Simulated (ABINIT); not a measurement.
## NaF (Fm-3m): refractive index against wavelength

The refractive index of NaF (Fm-3m) below the direct gap (6.32 eV on the mesh) is read from one computed spectrum, n = √(Re ε).

It takes space group Fm-3m (No. 225, cubic). The conventional cell has a = 4.640 Å, b = 4.640 Å, c = 4.640 Å, α = 90.00°, β = 90.00°, γ = 90.00°. Na on site a is surrounded by 6 F at 2.32 Å. F on site b has 6 Na at 2.32 Å as nearest neighbours.

Method: ABINIT 10.8.3, PBE, independent particles, k-mesh 13×13×13, Lorentzian half width 0.05 eV.

Launch of the response step: `optic optic.abi`. The run took 18 s, its band step included, on 4 threads of AMD EPYC 9R45 96-Core Processor (Zen 5), on a shared host.

| wavelength (nm) | photon energy E (eV) | n |
| --- | --- | --- |
| 700 | 1.771 | 1.3566 |
| 633 | 1.959 | 1.3581 |
| 532 | 2.331 | ? |
| 450 | 2.755 | 1.3665 |
| 405 | 3.061 | 1.3708 |
| 365 | 3.397 | 1.3763 |
| 308 | 4.025 | 1.3893 |

In the single-oscillator model n² − 1 = E₀E_d/(E₀² − E²), so 1/(n² − 1) = E₀/E_d − E²/(E₀E_d) is linear in E².

Working, on the rows shown:

| x = E² (eV²) | y = 1/(n² − 1) |
| --- | --- |
| 3.13716 | 1.18996 |
| 3.83641 | 1.18422 |
| 7.59115 | 1.15297 |
| 9.37179 | 1.13754 |
| 11.5384 | 1.11832 |
| 16.2043 | 1.07509 |

Means: x̄ = 8.6132, ȳ = 1.143. Σ(x − x̄)(y − ȳ) = -1.056, Σ(x − x̄)² = 120.6. Slope = -1.056 / 120.6 = -0.008757; intercept = ȳ − slope · x̄ = 1.2184. Turned back into n, the line misses the rows shown by at most 0.00045.

Problem. Predict the last column of the withheld row from the fit.

Solution. At x = 5.4314 the line gives y = 1.1709, that is 1.3616. The run gave 1.3616, so the interpolation holds to the digits printed.

Refitted with all rows, the slope is -0.00876 and the intercept 1.2185. These give E₀ = √(intercept/−slope) = 11.79 eV and E_d = E₀/intercept = 9.7 eV; E₀ is 1.9 times the direct gap. The electronic limit at long wavelengths, without lattice vibrations, is n = √(1 + 1/intercept) = 1.349. Excitons are left out and so are local fields; PBE gaps are as a rule too small. The values come from a sum over the points of one k-mesh and carry its error, which grows as the direct gap shrinks.
